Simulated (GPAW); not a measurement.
# YAgS2 (R3m): the Y L₃ absorption edge

Aim: the near-edge shape at the Y L₃ edge of YAgS2 (R3m), and what the core hole does to it.

Calculated with GPAW 26.7.0; X-ray absorption from dipole matrix elements to empty bands, plane-wave PAW LDA.

## 1. The starting structure

The structure is trigonal, space group R3m (No. 160). The conventional cell has a = 3.969 Å, b = 3.969 Å, c = 20.818 Å, α = 90.00°, β = 90.00°, γ = 120.00°. Nearest to Ag lie 4 S at 2.44 to 2.72 Å. Nearest to Y lie 6 S at 2.68 to 2.82 Å. S has 3 Ag at 2.72 Å and 3 Y at 2.82 Å nearest. Nearest to S lie 1 Ag at 2.44 Å and 3 Y at 2.68 Å. Farther neighbours and most contacts between anions are not listed.

## 2. Ground state of the crystal

The ground state comes first: it tells whether the system has a gap, which decides how the excited electron is treated.

Contents of scf.py:

```python
import numpy as np
from ase import Atoms
from ase.parallel import parprint, paropen
from gpaw import GPAW, PW, FermiDirac, Mixer, MixerDif, setup_paths
from gpaw.test import gen
setup_paths.insert(0, '.')
gen('Y', name='nch2p', xcname='LDA', corehole=(2, 1, 0), write_xml=True)
from gpaw.mpi import world
world.barrier()

atoms = Atoms('AgYS2',
    cell=[[1.98446618, 1.14573208, 6.93945057],
     [-1.98446618, 1.14573208, 6.93945057],
     [0, -2.29146416, 6.93945057]],
    scaled_positions=[[0.14862881, 0.14862881, 0.14862881],
     [0.99961785, 0.99961785, 0.99961785],
     [0.74494019, 0.74494019, 0.74494019],
     [0.26581215, 0.26581215, 0.26581215]],
    pbc=True)
atoms.calc = calc = GPAW(legacy_gpaw=True, mode=PW(430, force_complex_dtype=True), xc='LDA', setups={1: 'nch2p'},
    kpts={'size': (7, 7, 7), 'gamma': True}, occupations=FermiDirac(0.05),
    charge=0, mixer=Mixer(0.1, 5, 50), maxiter=150,
    convergence={'density': 0.0001, 'eigenstates': 1e-6}, txt='scf.txt')
energy = atoms.get_potential_energy() + calc.get_reference_energy()
ef = calc.get_fermi_level()
out = dict(energy=energy, fermi=ef, forces=atoms.get_forces().tolist())
parprint(f'all-electron energy {energy:.4f} eV, Fermi level {ef:.4f} eV')
ev = np.array([[calc.get_eigenvalues(k, s) for k in range(len(calc.get_ibz_k_points()))] for s in range(calc.get_number_of_spins())])
out['homo'], out['lumo'], out['counts'] = ev[ev < ef].max(), ev[ev > ef].min(), sorted(set((ev < ef).sum((0, 2)).tolist()))
out['filled'] = (ev[:, 0] < ef).sum(1).tolist()
import json
with paropen('out.json', 'w') as f:
    json.dump(out, f)
```

On the command line:

```
> OMP_NUM_THREADS=1 mpirun -n 4 gpaw python scf.py
```

Numbers of over 12 decimals in the logs are rounded to 6 here.

Log:

```text
Input parameters:
  convergence: {density: 0.0001,
                eigenstates: 1e-06}
  kpts: {gamma: True,
         size: (7, 7, 7)}
  maxiter: 150
  mixer: {backend: pulay,
          beta: 0.1,
          method: separate,
          nmaxold: 5,
          weight: 50}
  mode: {ecut: 430.0,
         force_complex_dtype: True,
         name: pw}
  occupations: {fixmagmom: False,
                name: fermi-dirac,
                width: 0.05}
  setups: {1: nch2p}

Initialize ...

[... PAW data sets ...]

Reference energy: -258101.586563  # eV

Spin-paired calculation

[... convergence settings ...]
Symmetries present (total): 2
  [... symmetry matrices ...]

343 k-points: 7 x 7 x 7 Monkhorst-Pack grid
100 k-points in the irreducible part of the Brillouin zone
       k-points in crystal coordinates                weights
   0:     0.00000000    0.00000000    0.00000000          1/343
   1:     0.00000000    0.00000000    0.14285714          2/343
   2:     0.00000000    0.00000000    0.28571429          2/343
   3:     0.00000000    0.00000000    0.42857143          2/343
   4:     0.14285714   -0.14285714    0.00000000          2/343
   5:     0.14285714   -0.14285714    0.14285714          4/343
   6:     0.14285714   -0.14285714    0.28571429          4/343
   7:     0.14285714   -0.14285714    0.42857143          4/343
   8:     0.14285714    0.00000000   -0.42857143          4/343
   9:     0.14285714    0.00000000   -0.28571429          4/343
          ...
  99:     0.42857143    0.42857143    0.42857143          2/343

Wave functions: Plane wave expansion
  Cutoff energy: 430.000 eV
  Number of coefficients (min, max): 1906, 1955
  Pulay-stress correction: 0.000000 eV/Ang^3 (de/decut=0.000000)
  Using FFTW library
  Wavefunction extrapolation:
    Improved wavefunction reuse through dual PAW basis

Occupation numbers: Fermi-Dirac:
  width: 0.0500  # eV

Eigensolver
   Davidson(niter=2)

Densities:
  Coarse grid: 35*35*35 grid
  Fine grid: 70*70*70 grid
  Total Charge: 0.000000

Density mixing:
  Method: separate
  Backend: pulay
  Linear mixing parameter: 0.1
  old densities: 5
  Width of damping distribution: 1.1
  Damping of long wavelength oscillations: 50

[... Hamiltonian set-up ...]
Number of atoms: 4
Number of atomic orbitals: 33
Number of bands in calculation: 28
Number of valence electrons: 40
Bands to converge: occupied

... initialized

Initializing position-dependent things.

Density initialized from atomic densities
Creating initial wave functions:
  28 bands from LCAO basis set

       Y

       S

       S

       Ag

Atomic positions and initial magnetic moments

Positions:
   0 Ag    -0.000000   -0.000000    3.094207    ( 0.0000,  0.0000,  0.0000)
   1 Y     -0.000000   -0.000000   20.810396    ( 0.0000,  0.0000,  0.0000)
   2 S      0.000000    0.000000   15.508427    ( 0.0000,  0.0000,  0.0000)
   3 S     -0.000000    0.000000    5.533771    ( 0.0000,  0.0000,  0.0000)

Unit cell:
           periodic     x           y           z      points  spacing
  1. axis:    yes    1.984466    1.145732    6.939451    35     0.0969
  2. axis:    yes   -1.984466    1.145732    6.939451    35     0.0969
  3. axis:    yes    0.000000   -2.291464    6.939451    35     0.0969

  Lengths:   7.307994   7.307994   7.307994
  Angles:   31.512722  31.512722  31.512722

Effective grid spacing dv^(1/3) = 0.1302

iter:   1   -24.732876
iter:   2   -24.247363   -1.54  -1.27
iter:   3   -23.751889   -1.32  -1.34
iter:   4   -23.739656   -2.66  -1.61
iter:   5   -23.754372c  -2.51  -1.63
iter:   6   -23.704138   -2.33  -2.00
iter:   7   -23.702346   -3.50  -2.30
iter:   8   -23.701769c  -3.54  -2.85
iter:   9   -23.700445c  -4.10  -2.81
iter:  10   -23.700421c  -5.40  -3.31
iter:  11   -23.700409c  -5.98  -3.41
iter:  12   -23.700404c  -6.43c -3.53
iter:  13   -23.700404c  -7.02c -3.62
iter:  14   -23.700403c  -6.23c -3.67
iter:  15   -23.700403c  -7.39c -3.96
iter:  16   -23.700404c  -7.43c -4.04c

Converged after 16 iterations.

Dipole moment: (-0.000000, 0.000000, -24.411140) |e|*Ang

Energy contributions relative to reference atoms: (reference = -258101.586563)

Kinetic:        +11.989550
Potential:      -14.666967
External:        +0.000000
XC:             -20.952448
Entropy (-ST):   -0.000000
Local:           -0.070538
SIC:             +0.000000
--------------------------
Free energy:    -23.700404
Extrapolated:   -23.700404

Showing only first 2 kpts
 Kpt  Band  Eigenvalues  Occupancy
  0    18      4.47203    2.00000
  0    19      4.47203    2.00000
  0    20      6.45438    0.00000
  0    21      7.33920    0.00000

  1    18      4.26053    2.00000
  1    19      4.26428    2.00000
  1    20      6.98417    0.00000
  1    21      7.11298    0.00000

Fermi level: 5.22001

Gap: 1.545 eV
Transition (v -> c):
  (s=0, k=0, n=19, [0.00, 0.00, 0.00]) -> (s=0, k=95, n=20, [0.43, 0.43, -0.14])
Direct/indirect transitions are different
Direct gap: 1.982 eV
Transition at: (s=0, k=0, n=19, [0.00, 0.00, 0.00])

Forces in eV/Ang:
  0 Ag    0.00000    0.00000   -0.13375
  1 Y     0.00000    0.00000    0.05646
  2 S     0.00000    0.00000    0.10570
  3 S     0.00000   -0.00000   -0.01826
Scalar-relativistic atomic LDA calculation for Y (Yttrium, Z=39)
Core hole in 2p state (2p occupation: 6.0)
750 radial gridpoints.
|------------------------------------------------|
|------------------------------------------------|
[... the atom generator's iteration count ...]

Energy contributions:
-------------------------
Kinetic:    +3468.645094
XC:          -105.479064
Potential:  -6743.658531
-------------------------
Total:      -3380.492502

state      eigenvalue         ekin         rmax
-----------------------------------------------
1s^2.0 :  -618.543443   785.386613        0.025
2s^2.0 :   -84.799187   156.853497        0.141
2p^6.0 :   -75.594584   151.889632        0.113
3s^2.0 :   -13.512336    39.809453        0.422
3p^6.0 :   -10.520490    36.681922        0.416
3d^10.0:    -5.564517    31.548104        0.361
4s^2.0 :    -1.763072     8.054635        1.128
4p^6.0 :    -1.027192     6.241997        1.244
4d^1.0 :    -0.097195     2.169838        1.804
5s^2.0 :    -0.155371     0.952255        3.320
5p^0.0 :    -0.054980     0.500247        4.410
-----------------------------------------------
(units: Bohr and Hartree)

Generating PAW setup
Kinetic energy of the core from tauc = 3468.026130082191
Cutoffs:
rc(s)=2.510
rc(p)=2.490
rc(d)=2.430
rc(vbar)=2.450
rc(comp)=2.410
rc(nct)=2.510

Kinetic energy of the core states: 3411.009492
Charge: 0.0
Core electrons: 28.0
Valence electrons: 11.0
Pseudo-core charge: 0.003786
Shape function alpha=1.722
Pseudo-electron charge 7.472037
state    eigenvalue         norm
--------------------------------
4s(2) :    -1.763072     0.685202
5s(2) :    -0.155371     0.971849
4p(6) :    -1.027192     0.548140
5p(0) :    -0.054980     0.976393
4d(1) :    -0.097195     0.865310
*d    :     0.902805
--------------------------------

Diagonalizing with gridspacing h=0.050

state   all-electron     PAW
-------------------------------
4s:      -1.763072    -1.763529
4p:      -1.027192    -1.027856
4d:      -0.097195    -0.097523
*f:                    0.059866
-------------------------------
all-electron energy -258125.2870 eV, Fermi level 5.2200 eV
```

Elapsed: 40 s, on 4 MPI ranks of Intel Xeon 6975P-C (Granite Rapids), shared host; peak memory 0.27 GiB; 2.7 min of CPU time.

The mesh shows a gap of 1.55 eV, so the hole is first treated in a charged cell, without the excited electron.

## 3. Spectrum without a core hole, Y atom 2

Without a hole the spectrum is the empty density of states of the right symmetry on the absorber, weighted by matrix elements. It needs only the small cell and serves as the baseline. The data set with a hole of occupation 0 only carries the core orbital.

The absorber has 3 S at 2.68 Å and 3 S at 2.82 Å (distorted octahedral, site symmetry 3m).

Contents of xas.py:

```python
import numpy as np
from ase import Atoms
from ase.parallel import parprint, paropen
from gpaw import GPAW, PW, FermiDirac, Mixer, MixerDif, setup_paths
from gpaw.test import gen
setup_paths.insert(0, '.')
gen('Y', name='nch2p', xcname='LDA', corehole=(2, 1, 0), write_xml=True)
from gpaw.mpi import world
world.barrier()

atoms = Atoms('AgYS2',
    cell=[[1.98446618, 1.14573208, 6.93945057],
     [-1.98446618, 1.14573208, 6.93945057],
     [0, -2.29146416, 6.93945057]],
    scaled_positions=[[0.14862881, 0.14862881, 0.14862881],
     [0.99961785, 0.99961785, 0.99961785],
     [0.74494019, 0.74494019, 0.74494019],
     [0.26581215, 0.26581215, 0.26581215]],
    pbc=True)
atoms.calc = calc = GPAW(legacy_gpaw=True, mode=PW(430, force_complex_dtype=True), xc='LDA', setups={1: 'nch2p'},
    kpts={'size': (7, 7, 7), 'gamma': True}, occupations=FermiDirac(0.02),
    charge=0, mixer=Mixer(0.1, 5, 50), maxiter=150,
    convergence={'density': 0.0001, 'eigenstates': 1e-6}, txt='scf.txt')
energy = atoms.get_potential_energy() + calc.get_reference_energy()
ef = calc.get_fermi_level()
out = dict(energy=energy, fermi=ef, forces=atoms.get_forces().tolist())
parprint(f'all-electron energy {energy:.4f} eV, Fermi level {ef:.4f} eV')
ev = np.array([[calc.get_eigenvalues(k, s) for k in range(len(calc.get_ibz_k_points()))] for s in range(calc.get_number_of_spins())])
out['homo'], out['lumo'], out['counts'] = ev[ev < ef].max(), ev[ev > ef].min(), sorted(set((ev < ef).sum((0, 2)).tolist()))
out['filled'] = (ev[:, 0] < ef).sum(1).tolist()

from ase.units import Ha
from gpaw.xas import dipole_matrix_elements
nb = int(calc.get_number_of_electrons() / 2) + 64
top, nb = nb, nb + 8 + nb // 12
nscf = calc.fixed_density(kpts={'size': (5, 5, 5), 'gamma': True}, nbands=nb,
    convergence={'bands': top, 'eigenstates': 5e-3}, maxiter=60, txt='nscf.txt')
cell = atoms.cell.array
ops = [cell.T @ U.T @ np.linalg.inv(cell.T) for U in nscf.wfs.kd.symmetry.op_scc]
filled = [20]  # bands filled in the ground state, by spin
E = np.arange(-25, 34, 0.1)
fwhm = np.interp(E, [4, 25], [1.5, 3.5])
Y, X, zero, highest = 0, 0, 1e9, 1e9
for spin in range(nscf.get_number_of_spins()):
    wfs = nscf.wfs
    mine = wfs.bd.get_slice()  # this rank's bands
    A = dipole_matrix_elements(wfs.setups[1])
    eps = np.zeros((wfs.kd.nibzkpts, nb))
    d = np.zeros((3, A.shape[1], wfs.kd.nibzkpts, nb), complex)
    for kpt in wfs.kpt_u:
        if kpt.s == spin and 1 in kpt.P_ani:
            eps[kpt.k, mine] = kpt.eps_n * Ha
            d[:, :, kpt.k, mine] = (kpt.weight * wfs.nspins / 2) ** 0.5 * np.inner(A, kpt.P_ani[1])
    world.sum(eps)
    world.sum(d)
    T = np.einsum('amkn,bmkn->abkn', d, d.conj()).real
    T = sum(np.einsum('ai,ijkn,bj->abkn', R, T, R) for R in ops) / len(ops)
    empty = np.ones_like(eps, bool) & (np.arange(nb) >= filled[spin])
    zero, highest = min(zero, eps[empty].min()), min(highest, eps[:, top - 1].min())
    lines = [(eps, T, empty)] if spin == 0 else lines + [(eps, T, empty)]
for eps, T, empty in lines:
    f = np.einsum('aakn->akn', T).reshape(3, -1)
    x = eps.ravel() - zero
    w = np.interp(x, E, fwhm) / 2.35482
    g = np.exp(-0.5 * ((E[:, None] - x) / w) ** 2) / (w * (2 * np.pi) ** 0.5)
    Y = Y + (f * empty.ravel()) @ g.T
    X = X + (f * ~empty.ravel()) @ g.T
out.update(E=E.round(2).tolist(), xas=Y.tolist(), xes=X.tolist(), zero=zero, valid=highest - zero, nk=len(eps), nb=nb)
for i in range(0, len(E), 10):
    parprint(f'{E[i]:7.2f}', *(f'{v:10.3e}' for v in Y[:, i]))
import json
with paropen('out.json', 'w') as f:
    json.dump(out, f)
```

On the command line:

```
> OMP_NUM_THREADS=1 mpirun -n 4 gpaw python xas.py
```

Log:

```text
Input parameters:
  convergence: {density: 0.0001,
                eigenstates: 1e-06}
  kpts: {gamma: True,
         size: (7, 7, 7)}
  maxiter: 150
  mixer: {backend: pulay,
          beta: 0.1,
          method: separate,
          nmaxold: 5,
          weight: 50}
  mode: {ecut: 430.0,
         force_complex_dtype: True,
         name: pw}
  occupations: {fixmagmom: False,
                name: fermi-dirac,
[...]
*d    :     0.902805
--------------------------------

Diagonalizing with gridspacing h=0.050

state   all-electron     PAW
-------------------------------
4s:      -1.763072    -1.763529
4p:      -1.027192    -1.027856
4d:      -0.097195    -0.097523
*f:                    0.059866
-------------------------------
all-electron energy -258125.2870 eV, Fermi level 5.2926 eV
[...]
32.00  1.276e-05  1.276e-05  1.195e-05
  33.00  1.406e-05  1.406e-05  1.294e-05
[key lines of the parts left out:]
Converged after 16 iterations.
Dipole moment: (-0.000000, 0.000000, -24.411140) |e|*Ang
Free energy:    -23.700404
Fermi level: 5.29259
```

It took 62 s on 4 MPI ranks; peak memory 0.37 GiB.

The Y L₃ spectrum, Y atom 2, no core hole (energy from the lowest empty level; intensity scaled to a mean of 1 over the first 20 eV; polarised curves are means over the symmetry-equivalent atoms):

| E (eV) | isotropic | ε ⊥ c | ε ∥ c |
| --- | --- | --- | --- |
| -2.0 | 0.00 | 0.00 | 0.00 |
| -1.0 | 0.04 | 0.04 | 0.04 |
| 0.0 | 0.44 | 0.43 | 0.47 |
| 1.0 | 1.24 | 1.21 | 1.31 |
| 2.0 | 2.08 | 2.13 | 1.99 |
| 3.0 | 2.65 | 2.73 | 2.49 |
| 4.0 | 2.29 | 2.22 | 2.42 |
| 5.0 | 1.59 | 1.57 | 1.64 |
| 6.0 | 1.01 | 0.99 | 1.05 |
| 7.0 | 0.76 | 0.75 | 0.77 |
| 8.0 | 0.77 | 0.81 | 0.68 |
| 9.0 | 0.88 | 0.90 | 0.85 |
| 10.0 | 0.82 | 0.78 | 0.92 |
| 11.0 | 0.73 | 0.72 | 0.76 |
| 12.0 | 0.62 | 0.63 | 0.60 |
| 13.0 | 0.60 | 0.61 | 0.57 |
| 14.0 | 0.59 | 0.62 | 0.53 |
| 15.0 | 0.56 | 0.59 | 0.50 |
| 16.0 | 0.56 | 0.56 | 0.54 |
| 17.0 | 0.56 | 0.55 | 0.59 |
| 18.0 | 0.53 | 0.52 | 0.57 |
| 19.0 | 0.50 | 0.49 | 0.53 |
| 20.0 | 0.52 | 0.51 | 0.55 |
| 21.0 | 0.56 | 0.55 | 0.58 |
| 22.0 | 0.58 | 0.57 | 0.59 |
| 23.0 | 0.58 | 0.57 | 0.59 |
| 24.0 | 0.59 | 0.59 | 0.60 |
| 25.0 | 0.62 | 0.62 | 0.62 |
| 26.0 | 0.63 | 0.63 | 0.63 |
| 27.0 | 0.61 | 0.61 | 0.60 |
| 28.0 | 0.57 | 0.58 | 0.55 |
| 29.0 | 0.52 | 0.54 | 0.49 |
| 30.0 | 0.50 | 0.51 | 0.48 |
| 31.0 | 0.52 | 0.53 | 0.51 |
| 32.0 | 0.57 | 0.59 | 0.55 |

Main maxima below 30 eV (height): 3.0 eV (2.65), 9.0 eV (0.88) and 25.8 eV (0.63). At an L edge the dipole rule selects empty d (and weakly s) states on the absorber, and the strong line at the onset measures the empty part of its d band.

The same matrix elements for filled bands give the Y L₃ emission of Y atom 2 (ground-state approximation; energy from the lowest empty level, largest value 1):

| E (eV) | emission |
| --- | --- |
| -24.00 | 0.00 |
| -23.25 | 0.00 |
| -22.50 | 0.00 |
| -21.75 | 0.00 |
| -21.00 | 0.00 |
| -20.25 | 0.00 |
| -19.50 | 0.00 |
| -18.75 | 0.00 |
| -18.00 | 0.00 |
| -17.25 | 0.00 |
| -16.50 | 0.00 |
| -15.75 | 0.00 |
| -15.00 | 0.00 |
| -14.25 | 0.02 |
| -13.50 | 0.06 |
| -12.75 | 0.05 |
| -12.00 | 0.01 |
| -11.25 | 0.00 |
| -10.50 | 0.00 |
| -9.75 | 0.00 |
| -9.00 | 0.00 |
| -8.25 | 0.00 |
| -7.50 | 0.01 |
| -6.75 | 0.08 |
| -6.00 | 0.28 |
| -5.25 | 0.44 |
| -4.50 | 0.55 |
| -3.75 | 0.88 |
| -3.00 | 0.95 |
| -2.25 | 0.52 |
| -1.50 | 0.14 |
| -0.75 | 0.02 |
| 0.00 | 0.00 |
| 0.75 | 0.00 |
| 1.50 | 0.00 |
| 2.25 | 0.00 |
| 3.00 | 0.00 |

Emission maxima: -13.2 eV (0.06) and -3.2 eV (1.00).

## 4. Supercell without a hole, the energy reference

The photon energy needs a difference of total energies, so the cell and mesh of the coming hole run are first run without a hole.

scf.py, as its differences from that of step 2:

```diff
@@ -10,13 +10,21 @@
 
-atoms = Atoms('AgYS2',
-    cell=[[1.98446618, 1.14573208, 6.93945057],
-     [-1.98446618, 1.14573208, 6.93945057],
-     [0, -2.29146416, 6.93945057]],
-    scaled_positions=[[0.14862881, 0.14862881, 0.14862881],
-     [0.99961785, 0.99961785, 0.99961785],
-     [0.74494019, 0.74494019, 0.74494019],
-     [0.26581215, 0.26581215, 0.26581215]],
+atoms = Atoms('Ag3Y3S6',
+    cell=[[-5.95339853, -3.43719624, 0],
+     [5.95339853, -3.43719624, 0],
+     [1.98446618, 1.14573208, 6.93945057]],
+    scaled_positions=[[0.14862881, 0, 0.44588643],
+     [0.81529548, 0.33333333, 0.44588643],
+     [0.48196214, 0.66666667, 0.44588643],
+     [0.99961785, 0, 0.99885355],
+     [0.66628452, 0.33333333, 0.99885355],
+     [0.33295118, 0.66666667, 0.99885355],
+     [0.74494019, 0, 0.23482057],
+     [0.41160686, 0.33333333, 0.23482057],
+     [0.07827352, 0.66666667, 0.23482057],
+     [0.26581215, 0, 0.79743645],
+     [0.93247882, 0.33333333, 0.79743645],
+     [0.59914548, 0.66666667, 0.79743645]],
     pbc=True)
-atoms.calc = calc = GPAW(legacy_gpaw=True, mode=PW(430, force_complex_dtype=True), xc='LDA', setups={1: 'nch2p'},
-    kpts={'size': (7, 7, 7), 'gamma': True}, occupations=FermiDirac(0.05),
+atoms.calc = calc = GPAW(legacy_gpaw=True, mode=PW(430, force_complex_dtype=True), xc='LDA', setups={3: 'nch2p'},
+    kpts={'size': (3, 3, 3), 'gamma': True}, occupations=FermiDirac(0.02),
     charge=0, mixer=Mixer(0.1, 5, 50), maxiter=150,
```

On the command line:

```
> OMP_NUM_THREADS=1 mpirun -n 4 gpaw python scf.py
```

Log:

```text
Input parameters:
  convergence: {density: 0.0001,
                eigenstates: 1e-06}
  kpts: {gamma: True,
         size: (3, 3, 3)}
  maxiter: 150
  mixer: {backend: pulay,
          beta: 0.1,
          method: separate,
          nmaxold: 5,
          weight: 50}
  mode: {ecut: 430.0,
         force_complex_dtype: True,
         name: pw}
  occupations: {fixmagmom: False,
                name: fermi-dirac,
[...]
5s(2) :    -0.155371     0.971849
4p(6) :    -1.027192     0.548140
5p(0) :    -0.054980     0.976393
4d(1) :    -0.097195     0.865310
*d    :     0.902805
--------------------------------

Diagonalizing with gridspacing h=0.050

state   all-electron     PAW
-------------------------------
4s:      -1.763072    -1.763529
4p:      -1.027192    -1.027856
4d:      -0.097195    -0.097523
*f:                    0.059866
-------------------------------
all-electron energy -774375.8592 eV, Fermi level 5.3630 eV
[key lines of the parts left out:]
Converged after 17 iterations.
Dipole moment: (0.812805, 0.469274, 1.365357) |e|*Ang
Free energy:    -71.099544
Fermi level: 5.36298
```

Run time: 33 s. Hardware: 4 MPI ranks; peak memory 0.33 GiB.

Reference energy: -774375.859 eV with the cores included.

(Continued in part 2 of 3.)

[Banner, clock and machine lines of the logs are left out without a mark of their own.]

[Logs are printed without paths, hosts, clocks, repeated set-up lines and the standing remarks that a program may print on its own settings, such as how far it seeks lower states.]

[Hosts, paths, dates, database ids (printed as entryN), source tags and the programs' standing remarks are cut or masked in the printed files.]

[Lists of maxima count a maximum above −3 eV only where it reaches 4 % of the highest in the window and stands out from its surroundings by 2 % of it (1.5 % where it reaches 55 %); shoulders and weaker maxima are passed over, and of the rest the first, up to two pre-edge ones and the few strongest are named.]
